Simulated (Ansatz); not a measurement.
MoSi2N4/MoSi2N4 (MoSi2N4 type bilayer), computed twice by G0W0.

The cell holds 14 atoms: 2 Mo, 8 N and 4 Si. Its edges and angles: a = 2.894 Å, b = 2.894 Å, c = 56.700 Å, α = 90.0°, β = 90.0°, γ = 120.0°. Regions: layer 1 (MoSi2N4), 7 atoms (1 Mo, 4 N and 2 Si); layer 2 (MoSi2N4), 7 atoms (1 Mo, 4 N and 2 Si). Vacuum lies along c.

```xyz
14
Lattice="2.8945 0.0000 0.0000 -1.4472 2.5067 0.0000 0.0000 0.0000 56.7000" Properties=species:S:1:pos:R:3
Mo    0.0000    0.0000   23.4621
N     0.0000    1.6711   24.7044
N     0.0000    1.6711   22.2191
Si    0.0000    1.6711   26.4434
Si    0.0000    1.6711   20.4791
N     1.4472    0.8356   26.9460
N     1.4472    0.8356   19.9687
Mo    0.0000    0.0000   33.2379
N     1.4472    0.8356   34.4809
N     1.4472    0.8356   31.9956
Si    1.4472    0.8356   36.2209
Si    1.4472    0.8356   30.2566
N     0.0000    1.6711   36.7313
N     0.0000    1.6711   29.7540
```

The structure was relaxed with PBE-D3(BJ). The runs that relaxed it are not among those shown.

The first (Ansatz 0.2.0; start PBE, 6×6×1 mesh, 381 empty bands, screening to 55 eV, PAW set soft_1 files; 8 threads of Arm Neoverse V2, shared host) gave, on its mesh: starting gap 1.70 eV, G0W0 gap 2.46 eV, mean of 1 + 4πα/V (set by the cell height) 3.00, 1.8 min.

Question: The second changes empty bands from 381 to 153 and screening cutoff (eV) from 55.0 to 30. What does it give?

It gave: starting gap 1.70 eV, G0W0 gap 2.52 eV, mean of 1 + 4πα/V (set by the cell height) 3.05, 41 s. The G0W0 gap moves by +0.06 eV, +0.00 eV from the start and +0.06 eV from the correction. Σc changes by +0.34 eV at the valence top and +0.40 eV at the conduction bottom, and Σx − Vxc between them by −0.0001 eV.

Limits: not at the basis limit; coarse mesh for a sheet; no spin-orbit coupling.

[Paths, hosts, dates, memory and timing lines, banners, echoed tables and standing remarks are left out of the program output.]

[Logs are printed without paths, hosts, clocks, repeated set-up lines and the standing remarks that a program may print on its own settings, such as how far it seeks lower states.]

[Runs of the session that timed out or met a known fault of the program may be left out.]

[Cells called generated may have been cut or substituted from an entry of the Crystallography Open Database or the Materials Project.]

[Hosts, paths, dates, database ids (printed as entryN), source tags and the programs' standing remarks are cut or masked in the printed files.]
